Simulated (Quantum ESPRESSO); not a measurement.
# Cs (Im-3m): from the cell to the phonon bands

How does Cs (Im-3m) vibrate, and is this structure a minimum?

Method: DFT LDA, scalar-relativistic, plane waves, PseudoDojo norm-conserving pseudopotentials, in Quantum ESPRESSO 7.5.

Most raw output is cut from this account.

## (1) The structure

The structure is cubic, space group Im-3m (No. 229). Conventional cell: a = 6.067 Å, b = 6.067 Å, c = 6.067 Å, α = 90.00°, β = 90.00°, γ = 90.00°.

## (2) A first look

Before anything dear is run, a loose run with smearing shows whether this is a metal and how far the cell is from rest.

probe.in

```
 &control
    calculation='scf',
    prefix='x',
    outdir='./tmp',
    pseudo_dir='./pseudo',
    tprnfor=.true.,
    tstress=.true.,
    verbosity='high',
 /
 &system
    ibrav=0,
    nat=1,
    ntyp=1,
    ecutwfc=53.0,
    occupations='smearing',
    smearing='gaussian',
    degauss=0.01,
 /
 &electrons
    conv_thr=1.0d-07,
    mixing_beta=0.7,
    electron_maxstep=100,
 /
ATOMIC_SPECIES
 Cs    132.9055  Cs.upf
CELL_PARAMETERS angstrom
     3.033500000    3.033500000    3.033500000
    -3.033500000    3.033500000    3.033500000
    -3.033500000   -3.033500000    3.033500000
ATOMIC_POSITIONS crystal
 Cs     0.000000000   0.000000000   0.000000000
K_POINTS automatic
 4 4 4 0 0 0
```

On the command line:

```console
> OMP_NUM_THREADS=1 mpirun -n 4 pw.x -nk 4 -in probe.in > probe.out
```

Wall time 4.5 s (4 MPI ranks of Intel Xeon at 2.50GHz (Skylake/Cascade Lake), shared host); 16 s of CPU time.

This step gave:

| Item | Value |
| --- | --- |
| volume per atom | 111.7 Å³ |
| pressure | -0.2850 GPa |
| gap on the k-mesh | 0 eV |

No gap opens on this mesh, so smearing is kept; the start stands at -0.29 GPa.

## (3) Relaxing the cell and atoms

The relaxation runs at a cutoff a fifth above that of the response, since stress converges more slowly with the basis than frequencies do. Forces and stress are brought to rest with tight thresholds.

relax.in

```
 &control
    calculation='vc-relax',
    prefix='x',
    outdir='./tmp',
    pseudo_dir='./pseudo',
    tprnfor=.true.,
    tstress=.true.,
    forc_conv_thr=2.0d-05,
    etot_conv_thr=1.0d-07,
    nstep=40,
 /
 &system
    ibrav=0,
    nat=1,
    ntyp=1,
    ecutwfc=64,
    occupations='smearing',
    smearing='mv',
    degauss=0.02,
 /
 &electrons
    conv_thr=1.0d-11,
    mixing_beta=0.7,
    electron_maxstep=100,
 /
 &ions
 /
 &cell
    press_conv_thr=0.2,
 /
ATOMIC_SPECIES
 Cs    132.9055  Cs.upf
CELL_PARAMETERS angstrom
     3.033500000    3.033500000    3.033500000
    -3.033500000    3.033500000    3.033500000
    -3.033500000   -3.033500000    3.033500000
ATOMIC_POSITIONS crystal
 Cs     0.000000000   0.000000000   0.000000000
K_POINTS automatic
 8 8 8 0 0 0
```

On the command line:

```console
> OMP_NUM_THREADS=1 mpirun -n 4 pw.x -nk 4 -in relax.in > relax.out
```

Wall time 3.3 min (4 MPI ranks); 13 min of CPU time.

Relaxation path:

| step | energy less that of the first step (eV) | largest force (eV/Å) | pressure (GPa) | volume (Å³) |
| --- | --- | --- | --- | --- |
| 1 | 0.0000 | 0.0000 | -0.30 | 111.66 |
| 2 | -0.0003 | 0.0000 | -0.29 | 111.49 |
| 3 | -0.0008 | 0.0000 | -0.29 | 111.24 |
| 4 | -0.0014 | 0.0000 | -0.29 | 110.86 |
| 5 | -0.0024 | 0.0000 | -0.28 | 110.30 |
| 6 | -0.0039 | 0.0000 | -0.27 | 109.45 |
| 7 | -0.0059 | 0.0000 | -0.25 | 108.20 |
| 8 | -0.0086 | 0.0000 | -0.22 | 106.33 |
| 9 | -0.0120 | 0.0000 | -0.17 | 103.57 |
| 10 | -0.0153 | 0.0000 | -0.09 | 99.52 |
| 11 | -0.0163 | 0.0000 | 0.01 | 95.46 |
| 12 | -0.0163 | 0.0000 | 0.00 | 95.82 |
| 13 | -0.0163 | 0.0000 | 0.00 | 95.81 |
| 14 | -0.0163 | 0.0000 | 0.00 | 95.81 |

| conventional cell, symmetrised | before | after | change |
| --- | --- | --- | --- |
| a (Å) | 6.067 | 5.765 | -5.0 % |
| b (Å) | 6.067 | 5.765 | -5.0 % |
| c (Å) | 6.067 | 5.765 | -5.0 % |
| volume (Å³/atom) | 111.66 | 95.81 | -14.2 % |

The relaxed structure:

```
Cs
1.0
     2.88257    2.88257    2.88257
    -2.88257    2.88257    2.88257
    -2.88257   -2.88257    2.88257
Cs
1
Direct
  0.00000 0.00000 0.00000
```

The last row of the table of steps is pw.x's closing run on a basis chosen anew for the final cell, so its energy can jump.

This step gave:

| Property | Result |
| --- | --- |
| volume per atom | 95.81 Å³ |
| pressure | 0 GPa |

The volume changes by -14.2 % from the cell with which this run began.

## (4) Ground state

The response is built on this ground state, so it is converged far tighter than an energy would need. Smearing stays on, as the first look found no gap above 0.3 eV.

scf.in

```
 &control
    calculation='scf',
    prefix='x',
    outdir='./tmp',
    pseudo_dir='./pseudo',
    tprnfor=.true.,
    tstress=.true.,
 /
 &system
    ibrav=0,
    nat=1,
    ntyp=1,
    ecutwfc=53.0,
    occupations='smearing',
    smearing='mv',
    degauss=0.02,
 /
 &electrons
    conv_thr=1.0d-12,
    mixing_beta=0.7,
    electron_maxstep=100,
 /
ATOMIC_SPECIES
 Cs    132.9055  Cs.upf
CELL_PARAMETERS angstrom
     2.882574163    2.882574163    2.882574163
    -2.882574163    2.882574163    2.882574163
    -2.882574163   -2.882574163    2.882574163
ATOMIC_POSITIONS crystal
 Cs     0.000000000   0.000000000   0.000000000
K_POINTS automatic
 8 8 8 0 0 0
```

On the command line:

```console
> OMP_NUM_THREADS=1 mpirun -n 4 pw.x -nk 4 -in scf.in > scf.out
```

Wall time 16 s (4 MPI ranks).

The cell stands at 0 GPa, close enough for phonons.

## (5) Linear response on the mesh

Linear response treats each wavevector in the unit cell, with no supercell; the 4×4×4 mesh fixes the range of the force constants to be had.

ph.in

```
phonons
 &inputph
    prefix='x',
    outdir='./tmp',
    fildyn='x.dyn',
    tr2_ph=1.0d-18,
    alpha_mix(1)=0.4,
    nmix_ph=8,
    ldisp=.true.,
    nq1=4,
    nq2=4,
    nq3=4,
 /
```

On the command line:

```console
> OMP_NUM_THREADS=1 mpirun -n 4 ph.x -nk 4 -in ph.in > ph.out
```

It took 47 min on 4 MPI ranks; 3.1 h of CPU time.

This step gave:

```
largest acoustic frequency at the zone centre before the sum rule  : -0.35 cm⁻¹
lowest mode on the q mesh (acoustic ones at the zone centre apart) : 5.71 cm⁻¹
```

Frequencies (cm⁻¹) at each irreducible wavevector; negative means imaginary. Frequencies by wavevector:

| q (fractions) | star | mode 1 | mode 2 | mode 3 |
| --- | --- | --- | --- | --- |
| 0 0 0 | 1 | -0.35 | -0.35 | -0.35 |
| 0 0 0.25 | 12 | 5.71 | 16.67 | 27.34 |
| 0 0 -0.5 | 6 | 7.78 | 23.57 | 41.36 |
| 0 0.25 -0.5 | 24 | 14.6 | 27.69 | 36.98 |
| 0.25 0.25 0.25 | 6 | 24.63 | 24.63 | 28.01 |
| 0.25 0.25 -0.5 | 12 | 25.5 | 30.68 | 38.77 |
| 0.25 -0.25 0.25 | 2 | 30.28 | 30.28 | 30.28 |
| -0.5 -0.5 -0.5 | 1 | 36.56 | 36.56 | 36.56 |

The acoustic modes at Γ come out as far as 0.3 cm⁻¹ from zero, where they should vanish, a small numerical error.

## (6) Fourier transform to real space

The dynamical matrices of the mesh are Fourier-transformed to force constants in real space.

q2r.in

```
 &input
    fildyn='x.dyn',
    zasr='simple',
    flfrc='x.fc',
 /
```

On the command line:

```console
> q2r.x < q2r.in > q2r.out
```

Elapsed: 0.83 s, on 1 thread.

## (7) Dispersion

From the force constants any wavevector is cheap; points of the mesh come back as solved, but for the sum rule and, in polar crystals, the LO-TO term at Γ; the rest is interpolation.

matdyn.in

```
 &input
    asr='simple',
    flfrc='x.fc',
    flfrq='x.freq',
    flvec='x.modes',
    q_in_band_form=.true.,
    q_in_cryst_coord=.true.,
 /
8
  0.0000000   0.0000000   0.0000000  12  ! GAMMA
  0.5000000   0.5000000  -0.5000000  12  ! H
  0.5000000  -0.0000000  -0.5000000  12  ! N
  0.0000000   0.0000000   0.0000000  12  ! GAMMA
  0.7500000   0.2500000  -0.2500000  12  ! P
  0.5000000   0.5000000  -0.5000000   1  ! H
  0.7500000   0.2500000  -0.2500000  12  ! P
  0.5000000  -0.0000000  -0.5000000   1  ! N
```

On the command line:

```console
> matdyn.x -in matdyn.in > matdyn.out
```

Elapsed: 0.71 s, on 1 thread.

Numbers from this step:

```yaml
lowest_frequency_on_the_path: 0 cm⁻¹
mean_frequency: 25.4 cm⁻¹
debye_temperature_second_moment: 50 K
logarithmic_mean_frequency: 23.1 cm⁻¹
```

Matdyn.x, sum rule simple. The phonon branches at the labelled points (cm⁻¹):

| point | branch 1 | branch 2 | branch 3 |
| --- | --- | --- | --- |
| Γ | 0 | 0 | 0 |
| halfway | 25 | 25 | 28 |
| H | 37 | 37 | 37 |
| halfway | 26 | 31 | 39 |
| N | 8 | 24 | 41 |
| halfway | 6 | 17 | 27 |
| Γ | 0 | 0 | 0 |
| halfway | 16 | 16 | 32 |
| P | 30 | 30 | 30 |
| halfway | 19 | 36 | 36 |
| H | 37 | 37 | 37 |
| jump to P | 30 | 30 | 30 |
| halfway | 18 | 27 | 39 |
| N | 8 | 24 | 41 |

Lowest modes at the softest wavevector of the mesh; phase exp(i q.(R + tau)). Modes at q = (0.000, 0.000, 0.250):

| mode | frequency (cm⁻¹) |
| --- | --- |
| 1 | 5.7 |
| 2 | 16.7 |
| 3 | 27.3 |

Displacements in mode 1 (5.7 cm⁻¹), the largest set to 1, in the home cell:
```
Cs1 0.00 1.00 1.00
```

Displacements in mode 3 (27.3 cm⁻¹), the largest set to 1, in the home cell:
```
Cs1  0.00 -1.00  1.00
```

Force constants by pair (phonopy on the run's constants); pairs near half the supercell's span include their periodic images. Pair force constants, by row:

| atom | neighbour | distance (Å) | third of the trace (eV/Å²) | along the pair's line (eV/Å²) |
| --- | --- | --- | --- | --- |
| Cs1 | itself | 0 | 0.3605 | – |
| Cs1 | Cs | 4.993 | -0.0413 | -0.1399 |
| Cs1 | Cs | 5.765 | -0.011 | -0.0312 |

Harmonic mean-square displacement, third of the trace. Mean-square displacements:

| T (K) | Cs1 U_eq (Å²) |
| --- | --- |
| 0 | 0.00625 |
| 100 | 0.06343 |
| 300 | 0.1895 |
| 600 | 0.3788 |

Mode patterns, pair constants, displacements and means over the zone were worked out by phonopy from the force constants of q2r.x.

All branches are real along the path.

## (8) Density of states

Sums over the zone need many more wavevectors than were solved, so the interpolation is sampled on a dense mesh.

matdyn.in

```
 &input
    asr='simple',
    flfrc='x.fc',
    dos=.true.,
    fldos='x.dos',
    nk1=11,
    nk2=11,
    nk3=11,
    deltaE=0.3,
 /
```

On the command line:

```console
> matdyn.x -in matdyn.in > matdyn.out
```

The job ended after 1 s (1 thread).

Numbers from this step:

* share of modes beyond 3i cm⁻¹ on the dense interpolated mesh: 0
* zero-point energy per atom: 4.72 meV
* heat capacity at 300 K: 24.91 J/(mol atoms K)
* vibrational entropy at 300 K: 79.63 J/(mol atoms K)

Tetrahedra. Table of phonon density of states by wavenumber; read off at these points:

wavenumber (cm⁻¹), phonon density of states (1/cm⁻¹/cell) and a bar:
```
      0.0      0.000 
      2.0      0.001 
      4.0      0.004 #
      6.0      0.010 #
      8.0      0.025 ###
     10.0      0.056 ########
     12.0      0.078 ###########
     14.0      0.088 ############
     15.6      0.104 ###############
     16.0      0.097 ##############
     18.0      0.083 ############
     20.0      0.077 ###########
     22.0      0.081 ###########
     24.0      0.102 ##############
     26.0      0.102 ##############
     28.0      0.105 ###############
     30.0      0.091 #############
     32.0      0.077 ###########
     34.0      0.080 ###########
     36.0      0.111 ################
     37.2      0.215 ##############################
     38.0      0.173 ########################
     40.0      0.038 #####
```

Harmonic thermodynamic functions per atom, summed over the density of states scaled to three modes an atom; melting is ignored. Thermodynamic functions:

| T (K) | F_vib (meV/atom) | S (J/mol-atom/K) | C_V (J/mol-atom/K) |
| --- | --- | --- | --- |
| 0 | 4.72 | 0 | 0 |
| 50 | -4.85 | 35.54 | 23.74 |
| 100 | -28.1 | 52.37 | 24.63 |
| 200 | -92.28 | 69.54 | 24.86 |
| 300 | -169.9 | 79.63 | 24.91 |
| 400 | -256.4 | 86.8 | 24.92 |
| 500 | -349.3 | 92.36 | 24.93 |
| 600 | -447.5 | 96.91 | 24.93 |
| 700 | -549.9 | 100.8 | 24.94 |
| 800 | -656.1 | 104.1 | 24.94 |
| 900 | -765.5 | 107 | 24.94 |
| 1000 | -877.9 | 109.6 | 24.94 |

At 300 K the heat capacity has reached 100 % of the Dulong-Petit value.

## (9) The dispersion under another sum rule (asr no)

The sum rule corrects the force constants themselves, so it can shift branches at any wavevector, low ones most.

matdyn.in

```
 &input
    asr='no',
    flfrc='x.fc',
    flfrq='x.freq',
    flvec='x.modes',
    q_in_band_form=.true.,
    q_in_cryst_coord=.true.,
 /
8
  0.0000000   0.0000000   0.0000000   8  ! GAMMA
  0.5000000   0.5000000  -0.5000000   8  ! H
  0.5000000  -0.0000000  -0.5000000   8  ! N
  0.0000000   0.0000000   0.0000000   8  ! GAMMA
  0.7500000   0.2500000  -0.2500000   8  ! P
  0.5000000   0.5000000  -0.5000000   1  ! H
  0.7500000   0.2500000  -0.2500000   8  ! P
  0.5000000  -0.0000000  -0.5000000   1  ! N
```

On the command line:

```console
> matdyn.x -in matdyn.in > matdyn.out
```

Elapsed: 0.69 s, on 1 thread.

This step gave:

```
lowest frequency on the path : -0.3525 cm⁻¹
```

At the labelled points the branches move by no more than 0.5 cm⁻¹.

## (10) Outcome

```yaml
space_group_after_relaxation: Im-3m
volume_per_atom: 95.8 Å³
q_mesh: 4×4×4
lowest_mode_on_the_q_mesh_acoustic_ones_at_the_zone_centre_apart: 5.71 cm⁻¹
zero_point_energy_per_atom: 4.72 meV
heat_capacity_at_300_k: 24.9 J/(mol atoms K)
vibrational_entropy_at_300_k: 79.6 J/(mol atoms K)
imaginary_modes_on_the_q_mesh: none
```

What this shows: Cs (Im-3m) is dynamically stable on the 4×4×4 mesh; its spectrum reaches 41 cm⁻¹. These are harmonic frequencies at zero temperature: anharmonic shifts and linewidths and thermal expansion are left out. Spin-orbit coupling is left out, which can matter for the heavy elements here. In a metal the frequencies hang on the k mesh and the smearing, most of all near Kohn anomalies.

[Host names and launcher messages were left out of these logs when they were recorded.]

[Logs are printed without paths, hosts, clocks, repeated set-up lines and the standing remarks that a program may print on its own settings, such as how far it seeks lower states.]

[Hosts, paths, dates, database ids (printed as entryN), source tags and the programs' standing remarks are cut or masked in the printed files.]
